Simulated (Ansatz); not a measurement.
# Al6Si (built on the sites of a database entry of SiB6): phonons and vibrational spectra

Aim: the vibrations of Al6Si (built on the sites of a database entry of SiB6), their spectra, and whether the structure is stable.

Calculated with Ansatz 0.2.0; DFT PBEsol, scalar-relativistic, plane waves, PAW.

The structure was built from a prototype and need not be the compound's stable phase.

### Step 1. The starting structure

The structure is cubic, space group Pm-3m (No. 221). The conventional cell has a = 5.237 Å, b = 5.237 Å, c = 5.237 Å, α = 90.00°, β = 90.00°, γ = 90.00°. Si has 24 Al at 3.86 Å nearest. Nearest to Al lie 5 Al at 2.15 to 2.20 Å. Farther neighbours are not listed.

### Step 2. Rough relaxation

The start is far from rest, so a relaxation with loose tolerances brings it close first.

File input.yaml:

```yaml
crystal:
  lattice:
    - [5.23707, 0.0, 0.0]
    - [0.0, 5.23707, 0.0]
    - [0.0, 0.0, 5.23707]
  atoms:
    - { symbol: Si, position: [0.0, 0.0, 0.0] }
    - { symbol: Al, position: [0.21, 0.5, 0.5] }
    - { symbol: Al, position: [0.5, 0.21, 0.5] }
    - { symbol: Al, position: [0.79, 0.5, 0.5] }
    - { symbol: Al, position: [0.5, 0.79, 0.5] }
    - { symbol: Al, position: [0.5, 0.5, 0.21] }
    - { symbol: Al, position: [0.5, 0.5, 0.79] }
kpoints:
  mp_grid: { grid: [4, 4, 4] }
hamiltonian:
  xc: pbesol
scf:
  occupations: { method: gaussian, width: 0.1 }
output:
  forces: true
  stress: true
  eigenvalues: true
relax:
  adjacent_minimum: "off"
  f_tol: 0.05
  max_steps: 80
  cell: { stress_tol: 0.5 }
```

The run is started by

```sh
> ansatz run input.yaml --threads 8 --pin off --max-ram 14336MiB --backend cpu --events-out ev --progress --plain --runs-dir out
```

Numbers of over 12 decimals in the logs are rounded to 6 here.

The program printed:

```text
The last accepted step is kept in <dir> (removed where the run ends without a failure and the disk answers)
Engine: ansatz 0.2.0, aarch64-unknown-linux-gnu
Pseudopotentials: kind: paw
Pseudopotential: Si, paw, valence charge 4, recommended cutoff 420 eV (normal), Si.paw.azcp
Pseudopotential: Al, paw, valence charge 3, recommended cutoff 420 eV (normal), Al.paw.azcp
Functional definition: PBEsol
  exchange = pbesol_x
[...]
cell:  # Å, volume = 231.5958 Å³
    - [6.141063, 0, 0]
    - [0, 6.141063, 0]
    - [0, 0, 6.141063]
  atoms:
    - { symbol: Si, position: [2.0110958370947007e-19, 0, 4.731990204928672e-19] }
    - { symbol: Al, position: [0.197405, 0.5, 0.5] }
    - { symbol: Al, position: [0.5, 0.197405, 0.5] }
    - { symbol: Al, position: [0.802595, 0.5, 0.5] }
    - { symbol: Al, position: [0.5, 0.802595, 0.5] }
    - { symbol: Al, position: [0.5, 0.5, 0.197405] }
    - { symbol: Al, position: [0.5, 0.5, 0.802595] }
[key lines of the parts left out:]
SCF converged after 6 iterations
Free energy (F): -3760.326389 eV
Fermi energy:    1.577554 eV
P = ⅓ Tr σ = 0.0453 GPa (0.453 kbar)
```

Elapsed: 3.5 s, on 8 threads of Arm Neoverse V2, shared host; peak memory 0.6 GiB.

The steps of the relaxation:

```tsv
step	energy less that of the first step (eV)	largest force component (eV/Å)	pressure (GPa)	volume (Å³)
1	0.0000	8.1272	44.81	143.64
2	-5.7007	3.2587	22.44	165.75
3	-8.2945	1.1674	9.60	190.21
4	-9.1954	0.3573	2.55	214.37
5	-9.2956	0.1009	0.52	224.66
6	-9.3007	0.0131	-0.01	227.73
7*	-9.4837	0.0631	0.60	227.73
8	-9.4914	0.0084	0.04	231.60
9*	-9.4919	0.0083	0.05	231.60
```

Relaxation steps marked * repeat the geometry before them on a plane-wave basis chosen anew for their cell, so energy and pressure can jump there.

Forces are held to the 48 operations that the run works with; a distortion that breaks them can't arise in this run.

```tsv
cell as run	before	after	change
a (Å)	5.237	6.141	+17.3 %
b (Å)	5.237	6.141	+17.3 %
c (Å)	5.237	6.141	+17.3 %
volume (Å³/atom)	20.52	33.09	+61.2 %
```

The atoms that moved most (Å, as changes of fractional coordinates times the final cell):

```tsv
atom	dx	dy	dz	length
Al4	0.077	0.000	0.000	0.077
Al5	0.000	0.077	0.000	0.077
Al7	0.000	0.000	0.077	0.077
Al2	-0.077	0.000	0.000	0.077
Al6	0.000	0.000	-0.077	0.077
Al3	0.000	-0.077	0.000	0.077
```

Final coordinates:

```cif
data_structure
_symmetry_space_group_name_H-M 'P 1'
_symmetry_Int_Tables_number 1
_cell_length_a 6.1411
_cell_length_b 6.1411
_cell_length_c 6.1411
_cell_angle_alpha 90.000
_cell_angle_beta 90.000
_cell_angle_gamma 90.000
_cell_volume 231.60
loop_
_atom_site_label
_atom_site_type_symbol
_atom_site_fract_x
_atom_site_fract_y
_atom_site_fract_z
_atom_site_occupancy
Si1 Si 0.00000 0.00000 0.00000 1
Al2 Al 0.19740 0.50000 0.50000 1
Al3 Al 0.50000 0.19740 0.50000 1
Al4 Al 0.80260 0.50000 0.50000 1
Al5 Al 0.50000 0.80260 0.50000 1
Al6 Al 0.50000 0.50000 0.19740 1
Al7 Al 0.50000 0.50000 0.80260 1
```

Numbers from this step:

```
pressure          : 0.04529 GPa
volume per atom   : 33.09 Å³
gap on the k-mesh : 0 eV
```

In this step the volume went from 20.52 to 33.09 Å³/atom.

### Step 3. Relaxation

Harmonic phonons are second derivatives at a point where the forces vanish, and they are wanted at zero stress, so atoms and cell are relaxed first.

File input.yaml:

```yaml
crystal:
  lattice:
    - [6.1410632963, 0.0, 0.0]
    - [0.0, 6.1410632963, 0.0]
    - [0.0, 0.0, 6.1410632963]
  atoms:
    - { symbol: Si, position: [0.0, 0.0, 0.0] }
    - { symbol: Al, position: [0.1974047068, 0.5, 0.5] }
    - { symbol: Al, position: [0.5, 0.1974047068, 0.5] }
    - { symbol: Al, position: [0.8025952932, 0.5, 0.5] }
    - { symbol: Al, position: [0.5, 0.8025952932, 0.5] }
    - { symbol: Al, position: [0.5, 0.5, 0.1974047068] }
    - { symbol: Al, position: [0.5, 0.5, 0.8025952932] }
kpoints:
  mp_grid: { grid: [6, 6, 6] }
hamiltonian:
  xc: pbesol
scf:
  occupations: { method: gaussian, width: 0.1 }
output:
  forces: true
  stress: true
  eigenvalues: true
relax:
  adjacent_minimum: "off"
  f_tol: 0.005
  max_steps: 80
  cell: { stress_tol: 0.05 }
```

The program printed:

```text
[...]
Crystal: 7 atoms, lattice volume = 231.596 Å³
Basis set: ecut = 420 eV, 4553 PW (Γ), exchange–correlation on 90×90×90 points (8 copies of the dense FFT grid, shifted against one another)
Bands: 18, of which v1, the nominal top of the filled ones, is band 11 counted from 1 (10 counted from 0)
Symmetry: 48 space group operations
[...]
k-points: 20 of 216
[...]
cell:  # Å, volume = 232.1587 Å³
    - [6.146034, 0, 0]
    - [0.0, 6.146034, 0.0]
    - [0, 0.0, 6.146034]
  atoms:
    - { symbol: Si, position: [0, 0, 0.0] }
    - { symbol: Al, position: [0.197442, 0.5, 0.5] }
    - { symbol: Al, position: [0.5, 0.197442, 0.5] }
    - { symbol: Al, position: [0.802558, 0.5, 0.5] }
    - { symbol: Al, position: [0.5, 0.802558, 0.5] }
    - { symbol: Al, position: [0.5, 0.5, 0.197442] }
    - { symbol: Al, position: [0.5, 0.5, 0.802558] }
[key lines of the parts left out:]
SCF converged after 6 iterations
Free energy (F): -3760.407805 eV
Fermi energy:    1.633061 eV
P = ⅓ Tr σ = 0.0451 GPa (0.451 kbar)
```

Elapsed: 2.3 s, on 8 threads; peak memory 0.65 GiB.

Little changed from the start: no atom moved by 0.005 Å and no cell edge by 0.1 %.

This step gave:

```
pressure        : 0.04506 GPa
volume per atom : 33.17 Å³
```

In this step the volume went from 33.09 to 33.17 Å³/atom.

### Step 4. Relaxing to small forces for the phonons

Phonons need a cell at rest on their own settings, so the relaxation is repeated with tight tolerances on forces and stress on the k mesh and occupations of the first response run.

File input.yaml:

```yaml
crystal:
  lattice:
    - [6.1460343176, 0.0, 0.0]
    - [0.0, 6.1460343176, 0.0]
    - [0.0, 0.0, 6.1460343176]
  atoms:
    - { symbol: Si, position: [0.0, 0.0, 0.0] }
    - { symbol: Al, position: [0.1974423522, 0.5, 0.5] }
    - { symbol: Al, position: [0.5, 0.1974423522, 0.5] }
    - { symbol: Al, position: [0.8025576478, 0.5, 0.5] }
    - { symbol: Al, position: [0.5, 0.8025576478, 0.5] }
    - { symbol: Al, position: [0.5, 0.5, 0.1974423522] }
    - { symbol: Al, position: [0.5, 0.5, 0.8025576478] }
kpoints:
  mp_grid: { grid: [6, 6, 6] }
hamiltonian:
  xc: pbesol
scf:
  occupations: { method: methfessel_paxton, width: 0.15 }
output:
  forces: true
  stress: true
  eigenvalues: true
relax:
  adjacent_minimum: "off"
  f_tol: 0.001
  max_steps: 60
  cell: { stress_tol: 0.01 }
```

The program printed:

```text
[...]
Crystal: 7 atoms, lattice volume = 232.159 Å³
Basis set: ecut = 420 eV, 4553 PW (Γ), exchange–correlation on 90×90×90 points (8 copies of the dense FFT grid, shifted against one another)
Bands: 18, of which v1, the nominal top of the filled ones, is band 11 counted from 1 (10 counted from 0)
Symmetry: 48 space group operations
[...]
k-points: 20 of 216
[...]
cell:  # Å, volume = 232.4851 Å³
    - [6.148914, 0, 0]
    - [0, 6.148914, 0.0]
    - [0, 0.0, 6.148914]
  atoms:
    - { symbol: Si, position: [0, 0, 0] }
    - { symbol: Al, position: [0.197439, 0.5, 0.5] }
    - { symbol: Al, position: [0.5, 0.197439, 0.5] }
    - { symbol: Al, position: [0.802561, 0.5, 0.5] }
    - { symbol: Al, position: [0.5, 0.802561, 0.5] }
    - { symbol: Al, position: [0.5, 0.5, 0.197439] }
    - { symbol: Al, position: [0.5, 0.5, 0.802561] }
[key lines of the parts left out:]
SCF converged after 7 iterations
Free energy (F): -3760.391963 eV
Fermi energy:    1.624658 eV
P = ⅓ Tr σ = 0.0001 GPa (0.001 kbar)
```

Wall time 3.6 s (8 threads); peak memory 0.66 GiB.

Little changed from the start: no atom moved by 0.005 Å and no cell edge by 0.1 %.

Numbers from this step:

```
pressure        : 1.50e-4 GPa
volume per atom : 33.21 Å³
```

The largest force component left is 0.32 meV/Å and the pressure is 0.000 GPa, within the tolerances set. The cell now holds 33.21 Å³/atom.

### Step 5. Modes at Γ

The zone centre is the only wavevector solved here; it holds the modes that light can see, as far as symmetry allows. No field response is asked, since the mesh shows no gap.

File input.yaml:

```yaml
crystal:
  lattice:
    - [6.1489135354, 0.0, 0.0]
    - [0.0, 6.1489135354, 0.0]
    - [0.0, 0.0, 6.1489135354]
  atoms:
    - { symbol: Si, position: [0.0, 0.0, 0.0] }
    - { symbol: Al, position: [0.1974385139, 0.5, 0.5] }
    - { symbol: Al, position: [0.5, 0.1974385139, 0.5] }
    - { symbol: Al, position: [0.8025614861, 0.5, 0.5] }
    - { symbol: Al, position: [0.5, 0.8025614861, 0.5] }
    - { symbol: Al, position: [0.5, 0.5, 0.1974385139] }
    - { symbol: Al, position: [0.5, 0.5, 0.8025614861] }
kpoints:
  mp_grid: { grid: [6, 6, 6] }
hamiltonian:
  xc: pbesol
scf:
  occupations: { method: methfessel_paxton, width: 0.15 }
output:
  eigenvalues: true
phonons:
  method: dfpt
```

The program printed:

```text
zone centre: on kpoints.mp_grid the ground state, and the responses unless they are solved on pairs of k-points, stand on 64 of the mesh's 216 k-points, reduced under 4 symmetry operations, with k and −k counted as one. Each operation leaves every solved displacement unchanged or reverses it
[...]
Crystal: 7 atoms, lattice volume = 232.485 Å³
Basis set: ecut = 420 eV, 4553 PW (Γ), exchange–correlation on 90×90×90 points (8 copies of the dense FFT grid, shifted against one another)
Bands: 18, of which v1, the nominal top of the filled ones, is band 11 counted from 1 (10 counted from 0)
Symmetry: 48 space group operations
k-points: 64 of 216 (irreducible under 4 space group operations, time reversal used)
[...]
SCF iter   1: F=—  HF=-3760.556670 eV  |F-HF|=—  |Δ(HF+E_count)|=         —  Δρ=1.06e-2  dr2=1.71e0  ethr=1.77e-3  ⟨swp⟩=7.5  Hψ=7407  notcnv=0
[...]
SCF iter  11: F=-3760.391963 eV  HF=-3760.391963 eV  |F-HF|=0.00e0  |Δ(HF+E_count)|=  1.32e-11  S|Δr|=    0.00e0  Δρ=2.96e-8  dr2=3.62e-12  ethr=1.00e-12  ⟨swp⟩=8.1  Hψ=5683  notcnv=0
SCF 1 converged in 11 iterations: F = -3760.391963 eV  dr2 = 3.62e-12
[...]
DFPT response loops at Γ: preconditioner auto → Kerker (q_TF=auto, 1.842 Å⁻¹) (partly filled bands, converged f_vac=0.000); β = 1.00, the filter's whole step (`scf.mixing.beta` (0.50) is not read by the response loops under this deck's `scf.mixing.preconditioner`; to damp them name `kerker` or `kerker_dos`, under which they read `scf.mixing.beta`, and type it under 1.00, their step now; both keys bind the ground state too); Broyden in place of MSR1
SCF converged after 11 iterations
[...]
Free energy (F): -3760.391963 eV
[...]
Internal energy: -3760.385059 eV  (E = F + TS)
E sigma→0 (E₀):  -3760.390237 eV
Entropy (-TS):   -0.006904 eV (-0.986 meV/atom)
Fermi energy:    1.624658 eV
[...]
--- Band table (eV; the first three rows and the last of 64) ---
  k-point 0: bands = [... 7 lower, -0.9496, 1.6768, 1.6768, 1.6768, 2.0752, 2.0752, 2.0752, 3.5808, ... 3 higher]
  k-point 1: bands = [... 7 lower, -0.6479, 1.3005, 1.3005, 1.7601, 2.0958, 2.2001, 2.2001, 3.3428, ... 3 higher]
  k-point 2: bands = [... 7 lower, 0.4181, 0.8205, 0.8205, 1.9034, 2.1388, 2.3419, 2.3419, 2.9912, ... 3 higher]
  k-point 63: bands = [... 7 lower, -0.2609, 1.5305, 1.5305, 1.5305, 2.6012, 2.6012, 2.6012, 3.8853, ... 3 higher]
--- Phonons (Γ-DFPT): 3 representative perturbations + reference, on 64 of 216 k-points (Σ response iterations 10) ---
  k mesh reduced under 4 symmetry operations, with k and −k counted as one. Each operation leaves every solved displacement unchanged or reverses it
  ASR residual: 2.265e-5 → 0.000e0 eV/Å²; symmetrization residual: 3.762e-7 eV/Å²
  ASR residual per site (eV/Å²): 1.33e-5 2.27e-5 2.27e-5 2.27e-5 2.27e-5 2.27e-5 2.27e-5
  Γ frequencies (cm⁻¹): -143.06 -143.06 -143.06 -69.61 -69.61 -69.61 0.00 0.00 0.00 165.43 165.43 165.43 232.02 232.02 232.02 304.93 304.93 304.93 445.68 445.68 553.47
  non-analytic LO–TO correction: not included (Born effective charges unavailable; polar crystals: no LO–TO splitting at Γ)
```

It took 12 s on 8 threads; peak memory 1.4 GiB; 89 s of CPU time.

This step gave:

```
sum-rule residual before enforcement                    : 2.27e-5 eV/Å²
point group                                             : m-3m
highest optical mode at the zone centre (no LO-TO term) : 553.5 cm⁻¹
lowest optical zone-centre mode                         : -143.1 cm⁻¹
```

Patterns of degenerate modes are one choice out of their space. Modes at Γ, with each element's share of the kinetic energy (negative means imaginary):

```tsv
mode	frequency (cm⁻¹)	symmetry	Si %	Al %
1	-143.1	T1u	85	15
2	-143.1	T1u	85	15
3	-143.1	T1u	85	15
4	-69.6	T1g	0	100
5	-69.6	T1g	0	100
6	-69.6	T1g	0	100
7	0.0	acoustic	15	85
8	0.0	acoustic	15	85
9	0.0	acoustic	15	85
10	165.4	T2u	0	100
11	165.4	T2u	0	100
12	165.4	T2u	0	100
13	232.0	T2g	0	100
14	232.0	T2g	0	100
15	232.0	T2g	0	100
16	304.9	T1u	0	100
17	304.9	T1u	0	100
18	304.9	T1u	0	100
19	445.7	Eg	0	100
20	445.7	Eg	0	100
21	553.5	A1g	0	100
```

Displacements in mode 3 (-143.1 cm⁻¹), the largest set to 1:
```
Si1  0.02  1.00 -0.55
Al2  0.00 -0.17  0.10
Al3  0.00 -0.17  0.10
Al4  0.00 -0.17  0.10
Al5  0.00 -0.17  0.10
Al6  0.00 -0.17  0.10
Al7  0.00 -0.17  0.10
```

Displacements in mode 21 (553.5 cm⁻¹), the largest set to 1:
```
Si1  0.00  0.00  0.00
Al2  1.00  0.00  0.00
Al3  0.00  1.00  0.00
Al4 -1.00  0.00  0.00
Al5  0.00 -1.00  0.00
Al6  0.00  0.00  1.00
Al7  0.00  0.00 -1.00
```

Before it was imposed, the acoustic sum rule was missed by 2.3e-5 eV/Å². Small misses are needed for a sound result but don't prove that mesh and cutoff are converged. The lowest optical mode is imaginary, 143.1i cm⁻¹, so the energy falls along it.

### Step 6. Another isotope

An isotope changes the mass and not the force constants, so no new electronic calculation is needed; the shifts show which modes move this element.

The same force constants with the mass of Si changed from 28.085 to 29.974 u (phonopy, no LO-TO term). Both lists are sorted by frequency; levels can cross, so a row need not hold one and the same mode. Modes under 3 cm⁻¹ are left out. Isotope shifts, by row:

```tsv
q	rank	natural mass (cm⁻¹)	changed mass (cm⁻¹)
0 0 0	1	-143.1	-139.2
0 0 0	2	-143.1	-139.2
0 0 0	3	-143.1	-139.2
0 0 0	4	-69.61	-69.61
0 0 0	5	-69.61	-69.61
0 0 0	6	-69.61	-69.61
0 0 0	10	165.4	165.4
0 0 0	11	165.4	165.4
0 0 0	12	165.4	165.4
0 0 0	13	232	232
0 0 0	14	232	232
0 0 0	15	232	232
0 0 0	16	304.9	304.9
0 0 0	17	304.9	304.9
0 0 0	18	304.9	304.9
0 0 0	19	445.7	445.7
0 0 0	20	445.7	445.7
0 0 0	21	553.5	553.5
```

A mode of this element alone would shift by -3.20 %. The highest zone-centre frequency without the field goes from 553.5 to 553.5 cm⁻¹ (+0.0 %).

### Step 7. Outcome

| Item | Value |
| --- | --- |
| space group after relaxation (within 0.01 Å) | Pm-3m |
| volume per atom | 33.2 Å³ |
| electronic character | no gap on this mesh |
| highest optical mode at the zone centre (no LO-TO term) | 553 cm⁻¹ |
| lowest optical zone-centre mode | -143 cm⁻¹ |
| imaginary modes at Γ (the only wavevector solved) | yes |

A zone-centre mode is imaginary (143.1i cm⁻¹), so this structure is not a minimum of the energy. The optical modes at Γ span -143 to 553 cm⁻¹ (negative means imaginary). The dispersion is not part of this account. The highest mode in this list at Γ, 553.5 cm⁻¹, is mostly motion of Al (100 % of the kinetic energy). With no gap, or one that is small against the smearing, the frequencies hang on the k mesh and the smearing, most of all near Kohn anomalies. The starting cell was built on a prototype and not taken from a measurement, so the phase need not exist. These are harmonic frequencies at zero temperature: anharmonic shifts, linewidths and thermal expansion are left out.

[Logs are printed without paths, hosts, clocks, repeated set-up lines and the standing remarks that a program may print on its own settings, such as how far it seeks lower states.]

[Hosts, paths, dates, database ids (printed as entryN), source tags and the programs' standing remarks are cut or masked in the printed files.]
